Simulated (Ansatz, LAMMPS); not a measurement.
# Glassy 57SiO2-36ZnO-7P2O5 (mol %) (128 atoms): a short ab initio trajectory

How do the atoms of glassy 57SiO2-36ZnO-7P2O5 (mol %) (128 atoms) move, and what local order do they keep?

Main program and level: Ansatz 0.2.0; Kohn-Sham DFT, LDA, PAW (set soft_2), plane waves.

**1. The structure**

The cell holds 128 atoms: 25 Si, 16 Zn, 6 P and 81 O. Its edges and angles: a = 12.158 Å, b = 12.158 Å, c = 12.158 Å, α = 90.0°, β = 90.0°, γ = 90.0°. 128 atoms (25 Si, 16 Zn, 6 P, 81 O) placed at random at 2.93 g/cm³, melted at 4000 K for 10 ps at fixed volume with the Morse and Coulomb pair potential with partial charges (Pedone, Malavasi, Menziani, Cormack and Segre, J. Phys. Chem. B 110, 11780 (2006)). Quenched from 4000 K to 300 K at 25 K/ps and fixed volume, held 10 ps at zero pressure.

Before any run, some limits are plain. The quench rate of 25 K/ps is many orders above laboratory rates, so the cell is likely richer in defects and strain than a real sample. The network of bonds at the start is that of the classical potential that made the cell. Sampling is at Γ alone, for a cell whose shortest periodic width is 12 Å.

**2. Dynamics started at 400 K**

Without a thermostat the total energy must stay constant, which tests forces and time step. The time step is 1.0 fs.

The input, input.yaml:

```yaml
crystal:
  lattice:
    - [12.1583, 0.0, 0.0]
    - [0.0, 12.1583, 0.0]
    - [0.0, 0.0, 12.1583]
  atoms:
    - { symbol: Si, position: [0.05321, 0.30556, 0.57047] }
    - { symbol: Si, position: [0.8131, 0.34019, 0.6571] }
    - { symbol: Si, position: [0.32725, 0.38502, 0.82801] }
    - { symbol: Si, position: [0.55172, 0.60796, 0.45252] }
    [... 118 atom lines left out ...]
    - { symbol: O, position: [0.1445, 0.27459, 0.02626] }
    - { symbol: O, position: [0.9362, 0.62352, 0.09861] }
    - { symbol: O, position: [0.30914, 0.62517, 0.57678] }
    - { symbol: O, position: [0.3398, 0.09325, 0.37467] }
    - { symbol: O, position: [0.36109, 0.14558, 0.58606] }
    - { symbol: O, position: [0.27835, 0.46591, 0.18859] }
kpoints:
  mp_grid: { grid: [1, 1, 1] }
hamiltonian:
  xc: lda
scf:
  occupations: { method: fixed }
output:
  forces: true
md:
  timestep: 1.0
  n_steps: 95
  ensemble: nve
  temperature: 400
  initial_velocities: maxwell_boltzmann
  seed: 5353
```

Launch:

```
$ ansatz run input.yaml --threads 4 --pin off --max-ram 8192MiB --backend cpu --events-out ev --progress --plain --runs-dir out
```

It took 25 min on 4 threads of Arm Neoverse V2, shared host; peak memory 2.6 GiB.

The program notes that it switched symmetry off.

Rows from the run:

```
time (fs)  T (K)  potential (meV/atom)  conserved (meV/atom)
      0.0    400                   0.0                  0.00
      6.0    524                 -16.0                 -0.12
     13.0    531                 -16.9                 -0.08
     19.0    456                  -7.2                 -0.04
     25.0    457                  -7.4                 -0.07
     32.0    437                  -4.8                 -0.04
     38.0    520                 -15.4                 -0.07
     44.0    601                 -25.8                 -0.12
     51.0    523                 -15.8                 -0.04
     57.0    536                 -17.5                 -0.09
     63.0    509                 -14.0                 -0.05
     70.0    541                 -18.1                 -0.09
     76.0    538                 -17.7                 -0.08
     82.0    523                 -15.8                 -0.05
     89.0    548                 -19.0                 -0.08
     95.0    547                 -19.0                 -0.07
```

Mean square displacement from the first frame to the last: Si 0.057 Å², Zn 0.12 Å², P 0.097 Å², O 0.12 Å².

Mean square displacement against time lag:

```
time lag (fs)   O (Å²)   P (Å²)  Si (Å²)  Zn (Å²)
          1.0   7.7e-5   4.5e-5   4.6e-5   2.2e-5
          2.0   3.1e-4   1.8e-4   1.9e-4   8.7e-5
          4.0  0.00122   7.1e-4   7.3e-4   3.5e-4
          8.0  0.00460  0.00271  0.00278  0.00139
         10.0  0.00690  0.00407  0.00416  0.00216
         12.0  0.00945  0.00559  0.00569  0.00310
         14.0   0.0122  0.00720  0.00730  0.00419
         16.0   0.0149  0.00884  0.00890  0.00545
         20.0   0.0205   0.0121   0.0119  0.00839
         22.0   0.0232   0.0136   0.0133   0.0101
         24.0   0.0258   0.0150   0.0145   0.0119
         26.0   0.0285   0.0164   0.0156   0.0138
         28.0   0.0311   0.0177   0.0165   0.0159
         32.0   0.0366   0.0202   0.0183   0.0204
         34.0   0.0395   0.0214   0.0191   0.0228
         36.0   0.0425   0.0226   0.0199   0.0253
         38.0   0.0455   0.0238   0.0208   0.0279
         40.0   0.0486   0.0251   0.0216   0.0306
         44.0   0.0547   0.0277   0.0235   0.0362
         46.0   0.0577   0.0292   0.0245   0.0391
         48.0   0.0605   0.0308   0.0256   0.0420
```

Over the second half of 95 fs the temperature averages 533 K with swings of 12 K r.m.s. The conserved energy stays within 0.14 meV/atom. From first frame to last O has the largest mean square displacement, 0.12 Å² at the end; the farthest move is 0.74 Å. The mean temperature of 533 K lies well off the 400 K of the input: without a thermostat, the energy that the start releases heats the cell. The count of bonds goes from 189 in the first frame to 186 in the last, by one set of cutoffs: 3 pairs passed out of them and 0 came within. The run spans 0.10 ps, too short for its means to be equilibrium values.

**3. Distances and neighbours late in the run**

The g(r) is a mean over the second half; what follows it is taken at the last frame.

Density 2.98 g/cm³, 14.04 Å³ an atom.

Mean of 13 frames. g(r), total and by pair (bins of 0.2 Å):

```
r (Å)  total   O-O   O-Si  O-Zn    O-P  Si-Si  Si-Zn
 1.40   0.22  0.00   0.05  0.00   3.46   0.00   0.00
 1.60   3.67  0.00  12.12  0.00  11.41   0.00   0.00
 1.80   0.86  0.00   1.08  3.71   0.00   0.00   0.00
 2.00   0.64  0.00   0.03  4.01   0.00   0.00   0.00
 2.20   0.14  0.00   0.00  0.91   0.00   0.00   0.00
 2.40   0.36  0.80   0.00  0.27   0.00   0.00   0.00
 2.60   1.56  3.73   0.00  0.09   0.00   0.00   0.44
 2.80   0.86  1.89   0.05  0.17   0.00   0.11   0.33
 3.00   0.74  0.77   0.08  0.40   0.20   2.98   2.55
 3.20   0.92  0.74   0.30  0.64   0.40   3.78   3.44
 3.40   0.89  0.92   0.73  0.91   0.65   0.20   2.12
 3.60   0.88  0.69   1.24  1.06   1.49   0.03   0.39
 3.80   1.06  0.72   1.55  1.46   1.73   0.13   0.33
 4.00   1.12  0.66   1.95  1.23   1.81   0.13   0.79
 4.20   1.07  0.70   1.76  1.12   1.65   0.61   0.72
 4.40   1.05  0.79   1.07  1.88   0.84   1.09   0.77
 4.60   1.03  1.02   0.79  1.33   0.83   1.09   1.29
 4.80   1.06  1.20   0.93  0.86   0.70   1.27   1.34
 5.00   1.17  1.56   0.73  0.85   0.88   1.44   1.25
 5.20   1.08  1.39   0.71  0.71   0.88   1.49   0.95
 5.40   0.95  1.15   0.68  0.67   0.96   1.56   0.84
 5.60   0.88  0.92   0.85  0.82   0.91   0.83   0.94
 5.80   0.92  0.81   1.04  0.83   0.94   1.25   1.29
 6.00   0.95  0.91   1.08  0.86   0.97   0.75   0.94
```

Bonds by pair of elements; cutoffs follow the first minimum of g(r), held within bounds set by covalent radii, and pairs that aren't listed don't count as bonded:

```csv
pair A-B,cutoff (Å),bonds,mean length (Å),spread (Å),shortest (Å),B about A,A about B
O-Si,2.16,100,1.64,0.055,1.47,1.24,4
O-Zn,2.5,62,1.97,0.162,1.76,0.765,3.88
O-P,2.02,24,1.53,0.053,1.43,0.296,4
```

How many atoms have how many bonded neighbours:

| element | mean | 1 | 2 | 3 | 4 | 5 |
| --- | --- | --- | --- | --- | --- | --- |
| O | 2.30 | 1 | 55 | 25 | 0 | 0 |
| P | 4 | 0 | 0 | 0 | 6 | 0 |
| Si | 4 | 0 | 0 | 0 | 25 | 0 |
| Zn | 3.88 | 0 | 0 | 3 | 12 | 1 |

Bond angles (no mean is given where the spread exceeds 20°):

| angle | count | mean (°) | spread (°) |
| --- | --- | --- | --- |
| O-Si-O | 150 | 109 | 6.5 |
| O-Zn-O | 91 | - | - |
| Si-O-Zn | 53 | 124 | 17.1 |
| O-P-O | 36 | 109 | 6.5 |
| Si-O-Si | 30 | 145 | 13.9 |

Oxygen atoms by the number of network formers (Si, P, Ge, B, Al, As, Ga) bound to them:

```
network formers bound to O  O atoms  per cent
                         0        0         0
                         1       38      46.9
                         2       43      53.1
```

Network units: each former by its oxygen neighbours and how many of them bridge to another former:

```csv
former,O neighbours,bridging O,atoms
Si,4,2,9
Si,4,3,9
Si,4,4,7
P,4,1,1
P,4,2,3
P,4,3,2
```

Bond length by coordination (bonds to H left out):

```
element  coordination  atoms  mean bond length (Å)
      O             1      1                  1.43
      O             2     55                  1.66
      O             3     25                  1.86
     Zn             3      3                  1.92
     Zn             4     12                  1.98
     Zn             5      1                  2.06
```

Rings of the network by King's shortest-path rule, up to 12 atoms, one path for each pair of neighbours; H, halogens, alkali and alkaline-earth atoms are left out, and the last column divides by all other atoms, bonded or not:

| ring size (atoms) | rings | per network atom |
| --- | --- | --- |
| 4 | 11 | 0.086 |
| 6 | 5 | 0.039 |
| 8 | 27 | 0.211 |
| 10 | 35 | 0.273 |
| 12 | 25 | 0.195 |

First main peaks of g(r), for some of the pairs, lie near 2.7 Å (O-O), 1.6 Å (O-Si), 1.9 Å (O-Zn), 1.6 Å (O-P), 3.1 Å (Si-Si) and 3.2 Å (Si-Zn). With the cutoffs above, 68 % of O atoms have 2, all P atoms have 4, all Si atoms have 4 and 75 % of Zn atoms have 4 bonded neighbours. The O-Si-O angle averages 109° with a spread of 6°. Counting bonds to Si and P alone, not to Zn, 53 % of the oxygens join two of these atoms and 47 % one. Rings of 10 atoms are the most common (34 % of those counted); sizes run from 4 to 12, where the search stops.

**4. Single point at the last frame**

The last frame is solved again with fuller output, to read the electronic structure of a thermally displaced geometry.

The input, input.yaml:

```yaml
crystal:
  lattice:
    - [12.1583, 0.0, 0.0]
    - [0.0, 12.1583, 0.0]
    - [0.0, 0.0, 12.1583]
  atoms:
    - { symbol: Si, position: [0.04918, 0.30664, 0.56247] }
    - { symbol: Si, position: [0.82596, 0.36017, 0.67242] }
    - { symbol: Si, position: [0.33136, 0.38716, 0.83322] }
    - { symbol: Si, position: [0.5506, 0.60282, 0.47102] }
    [... 118 atom lines left out ...]
    - { symbol: O, position: [0.13722, 0.26572, 0.03592] }
    - { symbol: O, position: [0.94091, 0.60085, 0.11333] }
    - { symbol: O, position: [0.29186, 0.60771, 0.58512] }
    - { symbol: O, position: [0.3181, 0.12465, 0.39727] }
    - { symbol: O, position: [0.35617, 0.15404, 0.60305] }
    - { symbol: O, position: [0.29836, 0.45044, 0.20698] }
kpoints:
  mp_grid: { grid: [1, 1, 1] }
hamiltonian:
  xc: lda
scf:
  occupations: { method: fixed }
output:
  forces: true
  stress: true
  populations: true
  dos:
    method: { smearing: { sigma: 0.15 } }
    de: 0.1
    projected: { site_lists: { O: [O], P: [P], Si: [Si], Zn: [Zn] } }
  eigenvalues: true
  write_density: true
  write_potential: true
  volumetric_format: npy
  elf: true
```

Run time: 53 s. Hardware: 4 threads; peak memory 2.6 GiB.

The run gave:

| Quantity | Value |
| --- | --- |
| free energy | -116571.6369 eV |
| free energy per atom | -910.7159 eV/atom |
| SCF cycles | 12 |
| pressure | -3.506 GPa |
| r.m.s. force component | 1.128 eV/Å |
| longest force | 7.12 eV/Å |
| Fermi energy | 2.813 eV |
| gap (highest filled to lowest empty level) | 2.917 eV |
| spilling of the projection | 0.01284 |

Neighbours are counted within 2.16 Å (O-Si), 2.50 Å (O-Zn), 2.02 Å (O-P), the cutoffs taken from the dynamics.

Length of the force by element and coordination:

```
element  coordination  atoms  mean length of the force (eV/Å)  spread  least   most
      O           all     81                             1.53   0.879  0.288   5.01
      O             1      1                             3.19       0   3.19   3.19
      O             2     55                             1.55   0.958  0.399   5.01
      O             3     25                             1.41   0.598  0.288   2.92
      P           all      6                             2.73   0.850   1.28   4.16
     Si           all     25                             2.23    1.36  0.400   7.12
     Zn           all     16                            0.972   0.414  0.251   1.75
     Zn             3      3                            0.924   0.233  0.643   1.21
     Zn             4     12                             1.02   0.438  0.251   1.75
     Zn             5      1                            0.488       0  0.488  0.488
```

Löwdin charges by element and coordination (they lack the spilled electrons, 0.081 e an atom on average):

```csv
element,coordination,atoms,mean charge (e),spread,least,most
O,all,81,-0.849,0.0972,-1.01,-0.722
O,1,1,-0.827,0,-0.827,-0.827
O,2,55,-0.808,0.0799,-0.970,-0.722
O,3,25,-0.939,0.0699,-1.01,-0.773
P,all,6,2.19,0.0211,2.16,2.22
Si,all,25,1.68,0.0426,1.60,1.76
Zn,all,16,1.50,0.0217,1.43,1.53
Zn,3,3,1.47,0.0301,1.43,1.50
Zn,4,12,1.50,0.015,1.48,1.53
Zn,5,1,1.50,0,1.50,1.50
```

States in the cell by windows of 1 eV, zero at the Fermi level; the larger projections on atomic orbitals stand beside the total:

```csv
from (eV),to (eV),total,O p,Zn d,Si p,O s
-18,-17,42.8,0.6,0.3,5.3,33.8
-17,-16,18.9,0.3,0.2,2.1,15.1
-16,-12,0.0,0.0,0.0,0.0,0.0
-12,-11,0.1,0.1,0.0,0.0,0.0
-11,-10,6.5,3.9,0.0,0.3,0.7
-10,-9,16.4,10.5,0.3,0.7,1.1
-9,-8,17.0,11.3,0.6,1.1,0.8
-8,-7,30.2,19.3,3.7,2.2,1.1
-7,-6,63.3,36.5,16.4,5.8,1.1
-6,-5,95.5,32.9,55.6,3.5,1.0
-5,-4,95.5,38.8,47.5,2.7,2.5
-4,-3,88.0,63.3,14.9,3.3,2.6
-3,-2,91.8,75.4,9.5,2.2,1.7
-2,-1,91.8,80.2,6.9,1.4,1.1
-1,0,47.7,42.7,3.0,0.6,0.4
0,1,2.1,1.9,0.1,0.0,0.0
1,2,0.0,0.0,0.0,0.0,0.0
2,3,1.5,0.1,0.0,0.0,0.3
3,4,3.9,0.6,0.1,0.2,0.6
4,5,11.9,1.7,0.1,0.9,1.6
```

With fixed occupations the program's Fermi level is the highest filled level; weight inside the gap is the broadening of levels at its edges.

Between -23 and -18 eV lie 100 more states.

The levels nearest the highest filled one (over half full), pooled over k-points and spins:

| level less the highest filled one (eV) | occupation |
| --- | --- |
| -0.301 | 2 |
| -0.242 | 2 |
| -0.236 | 2 |
| -0.107 | 2 |
| -0.064 | 2 |
| 0 | 2 |
| 2.92 | 0 |
| 3.87 | 0 |
| 3.90 | 0 |
| 4.20 | 0 |
| 4.37 | 0 |
| 4.63 | 0 |

Mean Löwdin charges: O -0.85, P +2.19, Si +1.68, Zn +1.50 e (they miss 1.3 % of the electrons, so they add up to more than the cell's charge).

**5. Summary of results**

```yaml
mean_temperature_second_half: 532.5 K
temperature_swing_second_half: 12.19 K
slope_of_the_conserved_energy_against_time_by_least_squares: -0.0493 meV/atom/ps
free_energy_per_atom: -910.7159 eV/atom
pressure: -3.506 GPa
r_m_s_force_component: 1.128 eV/Å
spacing_of_highest_filled_and_lowest_empty_level: 2.917 eV
wall_time_of_the_2_dft_runs: 26 min
```

What this shows: Over the second half of 95 fs the temperature averages 533 K with swings of 12 K r.m.s. The conserved energy stays within 0.14 meV/atom. The mean temperature of 533 K lies well off the 400 K of the input: without a thermostat, the energy that the start releases heats the cell. The count of bonds goes from 189 in the first frame to 186 in the last, by one set of cutoffs: 3 pairs passed out of them and 0 came within. The run spans 0.10 ps, too short for its means to be equilibrium values. With the cutoffs above, 68 % of O atoms have 2, all P atoms have 4, all Si atoms have 4 and 75 % of Zn atoms have 4 bonded neighbours. Counting bonds to Si and P alone, not to Zn, 53 % of the oxygens join two of these atoms and 47 % one.

Between filled and empty levels lie 2.92 eV (at Γ alone); a local or semilocal functional tends to put such gaps too low. In a disordered cell it changes from sample to sample, and tail or defect levels can set it.

What to keep in mind: The network of bonds at the start is that of the classical potential that made the cell; in DFT 3 of its 189 bonded pairs passed out of the cutoffs and 0 came within them. The stress is far from hydrostatic: its diagonal is -5.0, -1.5, -4.1 GPa, compression counted positive. The pressure of -3.5 GPa is that of one thermal frame at a volume set beforehand, without the kinetic term.

[Logs are printed without paths, hosts, clocks, repeated set-up lines and the standing remarks that a program may print on its own settings, such as how far it seeks lower states.]

[Hosts, paths, dates, database ids (printed as entryN), source tags and the programs' standing remarks are cut or masked in the printed files.]
